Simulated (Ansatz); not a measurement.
## Sensitivity of the G0W0 gap of MoS2 (P6_3/mmc)

A base run on MoS2 (P6_3/mmc), then changed inputs.

Main program and level: Ansatz 0.2.0; G0W0 on PBE, plane waves, PAW.

The database entry behind the starting cell differs from later determinations by our own check (about 0.3 % long), so it need not match the best structure at ambient conditions.

## 1. Starting point

It takes space group P6_3/mmc (No. 194, hexagonal). Conventional cell: a = 3.169 Å, b = 3.169 Å, c = 12.324 Å, α = 90.00°, β = 90.00°, γ = 120.00°. Mo has 6 S at 2.41 Å nearest. Nearest to S lie 3 Mo at 2.41 Å. Farther neighbours and most contacts between anions are not listed.

As a file:

```cif
data_structure
_symmetry_space_group_name_H-M 'P6_3/mmc'
_symmetry_Int_Tables_number 194
_cell_length_a 3.1690
_cell_length_b 3.1690
_cell_length_c 12.3240
_cell_angle_alpha 90.000
_cell_angle_beta 90.000
_cell_angle_gamma 120.000
_cell_volume 107.18
loop_
_atom_site_label
_atom_site_type_symbol
_atom_site_symmetry_multiplicity
_atom_site_Wyckoff_symbol
_atom_site_fract_x
_atom_site_fract_y
_atom_site_fract_z
_atom_site_occupancy
Mo1 Mo 2 c 0.33333 0.66667 0.25000 1
S1 S 4 f 0.33333 0.66667 0.62300 1
```

The cell and positions come from the Crystallography Open Database and are kept as given unless a step says otherwise. The default PAW set here is soft_2. Its files were made with PBE.

## 2. The base run: 6×6×2 mesh, 139 empty bands, screening to 69 eV

G0W0 replaces the xc potential by the self-energy, built once from these orbitals. Only a window of levels is corrected, while the sums run over the empty bands that the input names.

The input, input.yaml:

```yaml
crystal:
  lattice:
    - [3.169, 0.0, 0.0]
    - [-1.5845, 2.7444345046, 0.0]
    - [0.0, 0.0, 12.324]
  atoms:
    - { symbol: Mo, position: [0.3333333333, 0.6666666667, 0.25] }
    - { symbol: Mo, position: [0.6666666667, 0.3333333333, 0.75] }
    - { symbol: S, position: [0.3333333333, 0.6666666667, 0.623] }
    - { symbol: S, position: [0.6666666667, 0.3333333333, 0.123] }
    - { symbol: S, position: [0.3333333333, 0.6666666667, 0.877] }
    - { symbol: S, position: [0.6666666667, 0.3333333333, 0.377] }
kpoints:
  mp_grid: { grid: [6, 6, 2] }
hamiltonian:
  xc: pbe
scf:
  occupations: { method: fixed }
gw:
  n_empty_bands: 139
  ecut_chi: 69
  qp_bands: [v2, c2]
  qp_kpoints: band_edges
  screening: { model: contour_deformation }
```

Command:

```sh
ansatz run input.yaml --threads 3 --pin off --max-ram 64512MiB --backend cuda --events-out ev --progress --plain --runs-dir out --devices 1 --max-vram 24GiB  # rebuilt from the run's record
```

Numbers of over 12 decimals in the logs are rounded to 6 here.

Output:

```text
GPUs: using 1 of 1 available (devices: 1).
Engine: ansatz 0.2.0, x86_64-unknown-linux-gnu
Pseudopotentials: kind: paw
Pseudopotential: Mo, paw, valence charge 14, recommended cutoff 420 eV (normal), Mo.paw.azcp
Pseudopotential: S, paw, valence charge 6, recommended cutoff 420 eV (normal), S.paw.azcp
Functional definition: PBE
  parameter kappa = 0.804
  parameter beta = 0.066725
  exchange = pbe_x(kappa = kappa, mu = beta*pi^2/3)
  correlation = pbe_c(beta = beta)
device memory: the entry about to start is reckoned to put 1.1 GiB on a device that reports 70.9 GiB free (of which the cap on the GPU budget leaves the run 24.0 GiB)
GPU FFT provider: cuFFT
GPU libraries: cuBLAS 13.8.2, cuFFT 12.4.0, cuSOLVER 12.3.4
Crystal: 6 atoms, lattice volume = 107.183 Å³
Basis set: ecut = 420 eV, 2081 PW (Γ)
Bands: 32, of which v1, the nominal top of the filled ones, is band 26 counted from 1 (25 counted from 0)
Symmetry: 24 space group operations
Space group: P63/mmc (ITA 194), of the structure as read, at distance tolerance 4.8e-5 Å
k-points: 14 of 72
Non-local potential: Mo, projectors of the file, l = 0: 3, l = 1: 2, l = 2: 2, l = 3: 1
Non-local potential: S, projectors of the file, l = 0: 2, l = 1: 2, l = 2: 2
PAW form: soft (Blöchl's): semilocal exchange-correlation on the pseudo side does not see the compensation charge
PAW one-centre angular grid: Mo, 590 points (default); XC on 64 Gauss nodes
PAW one-centre angular grid: S, 110 points (default); XC on 64 Gauss nodes
Initial density: superposition of atomic densities (neutral atoms: chi_scale 0, normalization atom), corrected by the library's trained network
Initial wavefunctions: pseudopotential atomic-orbital guess
GPU buffer pool allocated for 51840 grid points (all kernels)
GPU transforms: local potential and band sums: pruned to the plane-wave sphere, on 24×24×90
Functional: x = pbe(κ = 0.804, μ = 0.219515), c = pbe(β = 0.066725)
SCF iter   1: F=—  HF=-13525.526697 eV  |F-HF|=—  |Δ(HF+E_count)|=         —  Δρ=5.46e-3  dr2=7.41e-3  ethr=1.77e-3  ⟨swp⟩=5.0  Hψ=1664  notcnv=0  defer=42
preconditioner: auto → Resta (q_TF=auto, 2.418 Å⁻¹)  ε∞=8.7  [insulator: Δε(μ)=0.887 eV  Ē_g=7.751 eV  n_scr=26 (ndim 8)  ℏωp=21.5 eV  f_vac=0.016  ε∞_Penn≈8.7]
SCF iter   2: F=—  HF=-13525.535933 eV  |F-HF|=—  |Δ(HF+E_count)|=   9.24e-3  Δρ=3.13e-3  dr2=2.37e-3  ethr=1.42e-5  ⟨swp⟩=2.0  Hψ=843  notcnv=0  defer=54
SCF iter   3: F=—  HF=-13525.540700 eV  |F-HF|=—  |Δ(HF+E_count)|=   4.77e-3  Δρ=4.94e-4  dr2=6.38e-4  ethr=4.55e-6  ⟨swp⟩=2.0  Hψ=698  notcnv=0  defer=54
SCF iter   4: F=—  HF=-13525.540635 eV  |F-HF|=—  |Δ(HF+E_count)|=   6.54e-5  Δρ=1.15e-4  dr2=1.09e-5  ethr=1.23e-6  ⟨swp⟩=2.1  Hψ=557  notcnv=0  defer=35
[...]
E_xc         = -757.133550
  E_vxc        = -810.200444  (∫ρ·V_xc dr)
  E_paw        = -8803.054294  (= ΣΔE_a)
  E_vpaw       = -306.678742  (= ΣTr[D̂ρ^β])
  E_aug_tail   = 0.000083  (compensation charges beyond the density's cutoff)
  E_ewald      = -3261.216446
  E_smearing   = -0.000000  (= −TS)
  E_closure    = 0.000000  (closes the sum)
  Σ components = -13525.540647   (vs F -13525.540647, Δ=0.00e0)
--- Band table (eV; the first three rows and the last of 14) ---
  k-point 0: bands = [... 22 lower, 8.7669, 9.7117, 9.7496, 10.8968, 12.9944, 12.9944, 13.0224, 13.0224, ... 2 higher]
  k-point 1: bands = [... 22 lower, 8.7436, 8.7436, 10.6302, 10.6302, 12.9998, 12.9998, 12.9998, 12.9998, ... 2 higher]
  k-point 2: bands = [... 22 lower, 8.8399, 9.7099, 9.7325, 10.1259, 12.3854, 12.7493, 12.7590, 12.9531, ... 2 higher]
  k-point 13: bands = [... 22 lower, 8.0256, 8.0256, 10.2018, 10.2018, 11.9456, 11.9456, 13.1987, 13.1987, ... 2 higher]
--- G₀W₀: contour deformation, 7 samples at zero and on the imaginary axis and 1 off it, 72 q-points, 139 empty bands' worth ---
  eigenvalues of the whole cell's RPA ε∞ on this k-mesh (on a slab, of 1 + 4πα/V) = 6.2635, 15.5349, 15.5349; static W/v taken at q = 0 is 0.066876
  bands read: the sum over 165 bands ends inside a degenerate multiplet in 7 slots, whose members it reads at an even weight; the widest, k=1: bands 165 to 168 (counted from 1) at 1/4 each
  gw.qp_kpoints: band_edges: 12 of 14 stored k-points solved, in 1 pass; an edge of the gap read off the rows below is read off those points alone
    valence top: of the k-points left out ik 7 came nearest to being solved in a further pass, in band 25 (counted from 1, as in the quasiparticle table): it holds the edge there only if its correction is more favourable than any solved in that band by at least 1.317 eV; those differ by 0.376 eV
    conduction bottom: of the k-points left out ik 5 came nearest to being solved in a further pass, in band 27 (counted from 1, as in the quasiparticle table): it holds the edge there only if its correction is more favourable than any solved in that band by at least 0.675 eV; those differ by 0.294 eV
    ik  band        ε_KS         Σx   Σc(E_QP)       V_xc       Z   E_QP_lin       E_QP  E_QP is
     0    25      9.7496   -18.6978     1.3402   -17.5874  0.7352     9.9784     9.9794  root
     0    26     10.8968   -19.7402     0.8954   -19.1818  0.7436    11.2327    11.2338  root
     0    27     12.9944   -13.7864    -3.9841   -18.5169  0.7441    13.7533    13.7407  root
     0    28     12.9944   -13.7864    -3.9841   -18.5169  0.7441    13.7533    13.7407  root
     1    25     10.6302   -19.4298     1.1511   -18.5535  0.7447    10.9042    10.9050  root
     1    26     10.6302   -19.4298     1.1511   -18.5535  0.7447    10.9042    10.9050  root
     1    27     12.9998   -13.7331    -3.9794   -18.4521  0.7439    13.7517    13.7393  root
     1    28     12.9998   -13.7331    -3.9794   -18.4521  0.7439    13.7517    13.7393  root
[...]
13    25     10.2018   -19.2682     0.8065   -18.8105  0.7432    10.5492    10.5505  root
    13    26     10.2018   -19.2682     0.8065   -18.8105  0.7432    10.5492    10.5505  root
    13    27     11.9456   -16.1207    -3.6200   -20.5422  0.7394    12.7591    12.7470  root
    13    28     11.9456   -16.1207    -3.6200   -20.5422  0.7394    12.7591    12.7470  root
[key lines of the parts left out:]
SCF converged after 7 iterations
Free energy (F): -13525.540647 eV
Fermi energy:    10.896774 eV
```

Elapsed: 21 s, on 1 × NVIDIA H100 80GB HBM3 (shared by 3 runs) with 3 threads of AMD EPYC 7R13 (Zen 3), shared host; peak memory 1.2 GiB; 29 s of CPU time.

This step gave:

```
bands summed                                 : 165
RPA ε∞ on this mesh (eigenvalues)            : 6.263, 15.53, 15.53
plane waves in the screening matrix          : 149
q-points in the mesh                         : 72
G0W0 gap on the mesh                         : 1.166 eV
k of the valence top                         : 0, 0, 0
k of the conduction bottom                   : 0.1667, 0.1667, 0
starting gap on the mesh                     : 0.8857 eV
Z at the valence top                         : 0.7436
Z at the conduction bottom                   : 0.7528
least direct G0W0 gap on the computed points : 2.084 eV
```

The gap on the mesh goes from 0.89 eV to 1.17 eV, a correction of +0.28 eV. Between the two edge states, bare exchange in place of the xc potential would open the gap by 4.75 eV, and correlation takes back 4.47 eV.

## 3. Variant: no symmetry

Edit input.yaml of step 2 so:

```diff
@@ -12,2 +12,3 @@
     - { symbol: S, position: [0.6666666667, 0.3333333333, 0.377] }
+  symmetry: { detect: false }
 kpoints:
@@ -19,4 +20,4 @@
 gw:
-  n_empty_bands: 139
-  ecut_chi: 69
+  n_empty_bands: 113
+  ecut_chi: 60
   qp_bands: [v2, c2]
```

Output:

```text
GPUs: using 1 of 1 available (devices: 1).
[...]
GPU FFT provider: cuFFT
GPU libraries: cuBLAS 13.8.2, cuFFT 12.4.0, cuSOLVER 12.3.4
Crystal: 6 atoms, lattice volume = 107.183 Å³
Basis set: ecut = 420 eV, 2081 PW (Γ)
Bands: 32, of which v1, the nominal top of the filled ones, is band 26 counted from 1 (25 counted from 0)
Symmetry: 1 space group operations
k-points: 40 of 72 (time reversal used)
[...]
GPU buffer pool allocated for 51840 grid points (all kernels)
[...]
SCF iter   1: F=—  HF=-13525.526795 eV  |F-HF|=—  |Δ(HF+E_count)|=         —  Δρ=5.46e-3  dr2=7.37e-3  ethr=1.77e-3  ⟨swp⟩=5.0  Hψ=4744  notcnv=0  defer=127
[...]
SCF iter   6: F=-13525.540647 eV  HF=-13525.540647 eV  |F-HF|=1.41e-8  |Δ(HF+E_count)|=   1.94e-6  Δρ=8.40e-6  dr2=9.55e-8  ethr=1.92e-10  ⟨swp⟩=6.0  Hψ=5214  notcnv=0
SCF 1 converged in 6 iterations: F = -13525.540647 eV  dr2 = 9.55e-8
[...]
NSCF: frozen V_eff on 40 k-points, pencils in batches of 32, up to order 128
[...]
NSCF: frozen V_eff on 40 k-points
G₀W₀ screening: q 1/40
[... further progress lines ...]
SCF converged after 6 iterations
Free energy (F): -13525.540647 eV
[...]
Internal energy: -13525.540647 eV  (E = F + TS)
E sigma→0 (E₀):  -13525.540647 eV
Fermi energy:    10.896770 eV
[...]
--- Band table (eV; the first three rows and the last of 40) ---
  k-point 0: bands = [... 22 lower, 8.7669, 9.7117, 9.7496, 10.8968, 12.9944, 12.9944, 13.0224, 13.0224, ... 2 higher]
  k-point 1: bands = [... 22 lower, 8.7435, 8.7435, 10.6302, 10.6302, 12.9998, 12.9998, 12.9998, 12.9998, ... 2 higher]
  k-point 2: bands = [... 22 lower, 8.8399, 9.7099, 9.7325, 10.1259, 12.3854, 12.7493, 12.7590, 12.9531, ... 2 higher]
  k-point 39: bands = [... 22 lower, 9.2659, 9.2659, 9.5680, 9.5680, 12.5162, 12.5162, 13.0334, 13.0334, ... 2 higher]
[...]
0    25      9.7496   -18.6978     1.4229   -17.5874  0.7367    10.0604    10.0621  root
     0    26     10.8968   -19.7403     0.9924   -19.1818  0.7455    11.3291    11.3308  root
     0    27     12.9944   -13.7864    -3.8942   -18.5169  0.7459    13.8469    13.8307  root
     0    28     12.9944   -13.7864    -3.8942   -18.5169  0.7459    13.8469    13.8307  root
     1    25     10.6302   -19.4298     1.2453   -18.5535  0.7465    10.9977    10.9992  root
     1    26     10.6302   -19.4298     1.2453   -18.5535  0.7465    10.9977    10.9992  root
     1    27     12.9998   -13.7331    -3.8897   -18.4521  0.7457    13.8451    13.8292  root
     1    28     12.9998   -13.7331    -3.8897   -18.4521  0.7457    13.8451    13.8292  root
[...]
38    25      9.4972   -17.6852     1.7333   -16.0756  0.7507     9.6207     9.6209  root
    38    26      9.6219   -18.3905     1.6273   -16.9859  0.7469     9.8438     9.8446  root
    38    27     12.4958   -16.6414    -4.2708   -21.9163  0.7289    13.5271    13.4998  root
    38    28     12.5414   -16.6097    -4.2985   -21.9081  0.7280    13.5693    13.5414  root
```

Run time: 38 s. Hardware: 1 × NVIDIA H100 80GB HBM3 (shared by 3 runs) with 3 threads; peak memory 1.4 GiB.

The G0W0 gap on the mesh is 1.151 eV.

Against the base:

| setting | base | variant |
| --- | --- | --- |
| empty bands | 139 | 113 |
| screening cutoff (eV) | 69 | 60 |
| symmetry detection | - | false |

| quantity | variant | base |
| --- | --- | --- |
| starting gap on the mesh | 0.886 | 0.886 |
| G0W0 gap on the mesh | 1.151 | 1.166 |
| least direct G0W0 gap on the computed points | 2.093 | 2.084 |
| Z at the valence top | 0.745 | 0.744 |
| Z at the conduction bottom | 0.754 | 0.753 |

## 4. Outcome

```json
{
  "base": "1.17 eV, 21 s",
  "no symmetry": "1.15 eV, 38 s"
}
```

No symmetry: the gap moves by −0.01 eV. The variant differs from the base in empty bands, screening cutoff and symmetry detection together, so the change can't be laid to one of them. Symmetry itself changes the cost, not the physics. All runs here use a coarse mesh and modest cutoffs; they test settings and are not final values. The 6×6×2 mesh is coarse for this cell (its supercell is 19 Å along the shortest edge). The RPA ε∞ on it, from the PBE start, is 6.26 and 15.53; such meshes misread the long-range screening, most where the gap is narrow. The many-body steps are scalar-relativistic: spin-orbit coupling is not in them.

[Paths, hosts, dates, memory and timing lines, banners, echoed tables and standing remarks are left out of the program output.]

[Logs are printed without paths, hosts, clocks, repeated set-up lines and the standing remarks that a program may print on its own settings, such as how far it seeks lower states.]

[Runs of the session that timed out or met a known fault of the program may be left out.]

[Cells called generated may have been cut or substituted from an entry of the Crystallography Open Database or the Materials Project.]

[Hosts, paths, dates, database ids (printed as entryN), source tags and the programs' standing remarks are cut or masked in the printed files.]
